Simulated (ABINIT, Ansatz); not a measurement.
**Quasiparticle gap of MgH2 (P4_2/mnm) in ABINIT**

Aim: the G0W0 gap of MgH2 (P4_2/mnm) on PBE, step by step.

Method: PBE and many-body steps on it, plane waves, in ABINIT 10.8.3.

**What was measured.**

- Gap 5.6 ± 0.1 eV: optical band gap from transmission onset (total and diffuse); optical transmission and ellipsometry; 300 K; film (polycrystalline Pd-capped film on quartz, hydrogenated at 100 bar and 100 C, measured in 1 bar H2) (“Optical properties of MgH2 measured in situ in a novel gas cell for ellipsometry/spectrophotometry”, 2003, arxiv:cond-mat/0305418).

## 1. The structure

Symmetry: P4_2/mnm, No. 136, tetragonal system. Conventional cell: a = 4.517 Å, b = 4.517 Å, c = 3.020 Å, α = 90.00°, β = 90.00°, γ = 90.00°. Nearest to Mg lie 6 H at 1.95 Å. H has 3 Mg at 1.95 Å nearest. Farther neighbours, and contacts between anions beyond the nearest, are not listed.

The cell and positions come from the Crystallography Open Database and are kept as given unless a step says otherwise.

## 2. Ground state

This step: ABINIT 10.8.3; DFT, PBE, plane waves, norm-conserving pseudopotentials.

The ground-state density comes first.

The input, run.abi:

```
acell 3*1.0 Angstrom
rprim 
  4.516800000000 0.000000000000 0.000000000000
  0.000000000000 4.516800000000 0.000000000000
  0.000000000000 0.000000000000 3.020500000000
ntypat 2
znucl 12 1
natom 6
typat 1 1 2 2 2 2
xred 
  0.000000000000 0.000000000000 0.000000000000
  0.500000000000 0.500000000000 0.500000000000
  0.306000000000 0.306000000000 0.000000000000
  0.194000000000 0.806000000000 0.500000000000
  0.694000000000 0.694000000000 0.000000000000
  0.806000000000 0.194000000000 0.500000000000
pp_dirpath "pseudos"
pseudos "Mg.upf, H.upf"
ecut 38
ngkpt 4 4 6
nshiftk 1
shiftk 0 0 0
kptopt 1
chksymbreak 0
nband 19
occopt 1
tolvrs 1e-10
nstep 60
prtwf 0
optforces 0
optstress 0
indata_prefix "in"
outdata_prefix "out"
tmpdata_prefix "tmp"
```

Command:

```sh
$ OMP_NUM_THREADS=1 mpirun -n 4 abinit run.abi > log
```

Output:

```text
.Version 10.8.3 of ABINIT. v10.8.2 released Aug 2026.

 Symmetries : space group P4_2/m n m (#136); Bravais tP (primitive tetrag.)
================================================================================
 Values of the parameters that define the memory need of the present run
     intxc =       0    ionmov =       0      iscf =       7    lmnmax =       4
     lnmax =       4     mgfft =      48  mpssoang =       2    mqgrid =    3001
     natom =       6  nloc_mem =       1    nspden =       1   nspinor =       1
    nsppol =       1      nsym =      16    n1xccc =       0    ntypat =       2
    occopt =       1   xclevel =       2
-    mband =          19        mffmem =           1         mkmem =           6
       mpw =        4668          nfft =       73728          nkpt =          24
================================================================================
  Rough estimation (10% accuracy) of disk space for files :
================================================================================

--------------------------------------------------------------------------------
------------- Echo of variables that govern the present computation ------------
--------------------------------------------------------------------------------
 -outvars: echo values of preprocessed input variables --------
            acell      1.8897261259E+00  1.8897261259E+00  1.8897261259E+00 Bohr

      chksymbreak           0
             ecut      3.80000000E+01 Hartree
-          fftalg         312

              ixc     -101130
              kpt      0.00000000E+00  0.00000000E+00  0.00000000E+00
                       2.50000000E-01  0.00000000E+00  0.00000000E+00
                       5.00000000E-01  0.00000000E+00  0.00000000E+00
                       2.50000000E-01  2.50000000E-01  0.00000000E+00
                       5.00000000E-01  2.50000000E-01  0.00000000E+00
                       5.00000000E-01  5.00000000E-01  0.00000000E+00
                       0.00000000E+00  0.00000000E+00  1.66666667E-01
                       2.50000000E-01  0.00000000E+00  1.66666667E-01
                       5.00000000E-01  0.00000000E+00  1.66666667E-01
   [... 13 further rows ...]
                       5.00000000E-01  2.50000000E-01  5.00000000E-01
                       5.00000000E-01  5.00000000E-01  5.00000000E-01
         kptrlatt        4    0    0      0    4    0      0    0    6
          kptrlen      3.41420599E+01
P           mkmem           6
            natom           6
            nband          19
            ngfft          48      48      32
             nkpt          24
            nstep          60
             nsym          16
           ntypat           2
              occ      2.000000  2.000000  2.000000  2.000000  2.000000  2.000000
                       2.000000  2.000000  2.000000  2.000000  2.000000  2.000000
                       0.000000  0.000000  0.000000  0.000000  0.000000  0.000000
                       0.000000
        optforces           0
        optstress           0
            prtwf           0
            rprim      4.5168000000E+00  0.0000000000E+00  0.0000000000E+00
[...]
spgroup         136

           tolvrs      1.00000000E-10

             xred      0.0000000000E+00  0.0000000000E+00  0.0000000000E+00
[...]
znucl       12.00000    1.00000

================================================================================

 chkinp: Checking input parameters for consistency.

================================================================================
== DATASET  1 ==================================================================
-   mpi_nproc: 4, omp_nthreads: 1 (-1 if OMP is not activated)

--- !DatasetInfo
iteration_state: {dtset: 1, }
dimensions: {natom: 6, nkpt: 24, mband: 19, nsppol: 1, nspinor: 1, nspden: 1, mpw: 4668, }
cutoff_energies: {ecut:  38.0, pawecutdg:  -1.0, }
electrons: {nelect:   2.40000000E+01, charge:   0.00000000E+00, occopt:   1.00000000E+00, tsmear:   1.00000000E-02, }

 Real(R)+Recip(G) space primitive vectors, cartesian coordinates (Bohr,Bohr^-1):
 R(1)=  8.5355150  0.0000000  0.0000000  G(1)=  0.1171575  0.0000000  0.0000000
 R(2)=  0.0000000  8.5355150  0.0000000  G(2)=  0.0000000  0.1171575  0.0000000
 R(3)=  0.0000000  0.0000000  5.7079178  G(3)=  0.0000000  0.0000000  0.1751952
 Unit cell volume ucvol=  4.1585044E+02 bohr^3
 Angles (23,13,12)=  9.00000000E+01  9.00000000E+01  9.00000000E+01 degrees

 getcut: wavevector=  0.0000  0.0000  0.0000  ngfft=  48  48  32
         ecut(hartree)=     38.000   => boxcut(ratio)=   2.02030

--- Pseudopotential description ------------------------------------------------
- Mg Generated using ONCVPSP code by D. R. Hamann
- 12.00000  10.00000  171031                  znucl, zion, pspdat
12 -101130 1 -1 1510                          pspcod,pspxc,lmax,lloc,mmax
     nproj     2     2
  pspatm : epsatm=    9.22893308
         --- l  ekb(1:nproj) -->
[...]
pspatm: atomic psp has been read  and splines computed

- H Generated using ONCVPSP code by D. R. Hamann
-  1.00000   1.00000  171031                  znucl, zion, pspdat
12 -101130 1 -1 1166                          pspcod,pspxc,lmax,lloc,mmax
     nproj     2     1
  pspatm : epsatm=    0.36186929
         --- l  ekb(1:nproj) -->
[...]
1   -0.503321
 pspatm: atomic psp has been read  and splines computed

   4.77728240E+02                                ecore*ucvol(ha*bohr**3)
--------------------------------------------------------------------------------

_setup2: Arith. and geom. avg. npw (full set) are    4651.323    4651.297

================================================================================

--- !BeginCycle
iteration_state: {dtset: 1, }
solver: {iscf: 7, nstep: 60, nline: 4, wfoptalg: 0, }
tolerances: {tolvrs: 1.00E-10, }

     iter   Etot(hartree)      deltaE(h)  residm     vres2
 ETOT  1  -121.10496871030    -1.211E+02 8.748E-02 8.234E+01
 ETOT  2  -121.16415145625    -5.918E-02 1.136E-03 1.163E+00
 ETOT  3  -121.16426221895    -1.108E-04 1.738E-03 7.775E-02
 ETOT  4  -121.16426658867    -4.370E-06 2.658E-04 8.957E-03
 ETOT  5  -121.16426743787    -8.492E-07 2.359E-04 5.197E-04
 ETOT  6  -121.16426752583    -8.795E-08 6.163E-05 1.664E-05
 ETOT  7  -121.16426752711    -1.286E-09 2.916E-05 1.597E-07
 ETOT  8  -121.16426752713    -1.911E-11 2.844E-05 1.695E-09
 ETOT  9  -121.16426752713     4.263E-14 5.595E-06 1.618E-11

 At SCF step    9       vres2   =  1.62E-11 < tolvrs=  1.00E-10 =>converged.

--- !ResultsGS
iteration_state: {dtset: 1, }
comment   : Summary of ground state results
lattice_vectors:
- [  8.5355150,   0.0000000,   0.0000000, ]
- [  0.0000000,   8.5355150,   0.0000000, ]
- [  0.0000000,   0.0000000,   5.7079178, ]
lattice_lengths: [   8.53551,    8.53551,    5.70792, ]
lattice_angles: [ 90.000,  90.000,  90.000, ] # degrees, (23, 13, 12)
lattice_volume:   4.1585044E+02
convergence: {deltae:  4.263E-14, res2:  1.618E-11, residm:  5.595E-06, diffor:  0.000E+00, }
etotal    :  -1.21164268E+02
entropy   :   0.00000000E+00
fermie    :   1.47601763E-02
cartesian_stress_tensor: null
pressure_GPa: null
xred      :
- [  0.0000E+00,   0.0000E+00,   0.0000E+00, Mg]
- [  5.0000E-01,   5.0000E-01,   5.0000E-01, Mg]
- [  3.0600E-01,   3.0600E-01,   0.0000E+00,  H]
- [  1.9400E-01,   8.0600E-01,   5.0000E-01,  H]
- [  6.9400E-01,   6.9400E-01,   0.0000E+00,  H]
- [  8.0600E-01,   1.9400E-01,   5.0000E-01,  H]
cartesian_forces: null
force_length_stats: {min: null, max: null, mean: null, }

 Integrated electronic density in atomic spheres:
 ------------------------------------------------
 Atom  Sphere_radius  Integrated_density
[...]
================================================================================

 ----iterations are completed or convergence reached----

 Mean square residual over all n,k,spin=   23.315E-09; max=  55.950E-07
 reduced coordinates (array xred) for    6 atoms
[...]
0.306000      0.306000      0.000000
       0.194000      0.806000      0.500000
       0.694000      0.694000      0.000000
       0.806000      0.194000      0.500000
 rms dE/dt=  0.0000E+00; max dE/dt=  0.0000E+00; dE/dt below (all hartree)
    1       0.000000      0.000000      0.000000
    2       0.000000      0.000000      0.000000
    3       0.000000      0.000000      0.000000
    4       0.000000      0.000000      0.000000
    5       0.000000      0.000000      0.000000
    6       0.000000      0.000000      0.000000

 cartesian coordinates (angstrom) at end:
    1      0.000000     0.000000     0.000000
    2      2.258400     2.258400     1.510250
    3      1.382141     1.382141     0.000000
    4      0.876259     3.640541     1.510250
    5      3.134659     3.134659     0.000000
    6      3.640541     0.876259     1.510250
 length scales=  1.889726  1.889726  1.889726 bohr
              =  1.000000  1.000000  1.000000 angstroms
 prteigrs : about to open file out_EIG
 Fermi (or HOMO) energy (hartree) =   0.01476   Average Vxc (hartree)=  -0.31489
 Eigenvalues (hartree) for nkpt=  24  k points:
 kpt#   1, nband= 19, wtk=  0.01042, kpt=  0.0000  0.0000  0.0000 (reduced coord)
  -2.69046   -2.69043   -1.46976   -1.46976   -1.46897   -1.46897   -1.46813   -1.46805
  -0.21923   -0.03593   -0.03593   -0.00142    0.19137    0.20386    0.35151    0.35151
   0.41956    0.42899    0.46543
 prteigrs : prtvol=0 or 1, do not print more k-points.

--- !EnergyTerms
iteration_state     : {dtset: 1, }
comment             : Components of total free energy in Hartree
kinetic             :  7.024400E+01
hartree             :  4.642107E+01
xc                  : -1.732084E+01
Ewald energy        : -5.215225E+01
psp_core            :  1.148798E+00
local_psp           : -1.329697E+02
non_local_psp       : -3.653534E+01
total_energy        : -1.211643E+02
total_energy_eV     : -3.297048E+03
band_energy         : -2.889991E+01

== END DATASET(S) ==============================================================
================================================================================

 -outvars: echo values of variables after computation  --------
           etotal     -1.2116426753E+02
            nband          19
             nkpt          24
          spgroup         136
 [... the other variables as echoed above ...]

 Calculation completed.
```

The job ended after 20 s (4 MPI ranks of Arm Neoverse N1, shared host; peak memory 0.32 GiB).

This step gave:

```yaml
total_energy: -3297.0477 eV
gap: 3.895 eV
k_of_the_valence_top: 0.25, 0, 0
k_of_the_conduction_bottom: 0.5, 0.5, 0.5
least_direct_gap: 4.666 eV
```

The gap is indirect, with the least direct gap 0.77 eV higher.

(Continued in part 2 of 3.)

[Long decimals in the printed logs are rounded to 6 places.]

[Logs are printed without paths, hosts, clocks, repeated set-up lines and the standing remarks that a program may print on its own settings, such as how far it seeks lower states.]

[Paths, hosts, dates, memory and timing lines, banners, echoed tables and standing remarks are left out of the program output; an Ansatz launch command may be rebuilt from the run's recorded settings. Measured values are a selection of at most five: reports struck by readers or far from the other reports are left out. None is set beside runs whose start may be inverted or whose files or cutoffs have a known fault.]

[Runs of the session that timed out or met a known fault of the program may be left out.]

[Hosts, paths, dates, database ids (printed as entryN), source tags and the programs' standing remarks are cut or masked in the printed files.]

[G0W0 gaps are taken among the corrected bands and points alone; a level outside them can change the order at an edge.]

[Where Ansatz stands beside ABINIT at settings called matched, ABINIT's density can come from a denser mesh and the files from another edition; pairs whose starting gaps differed by over 0.03 eV were left out, so agreement reads better than it is.]
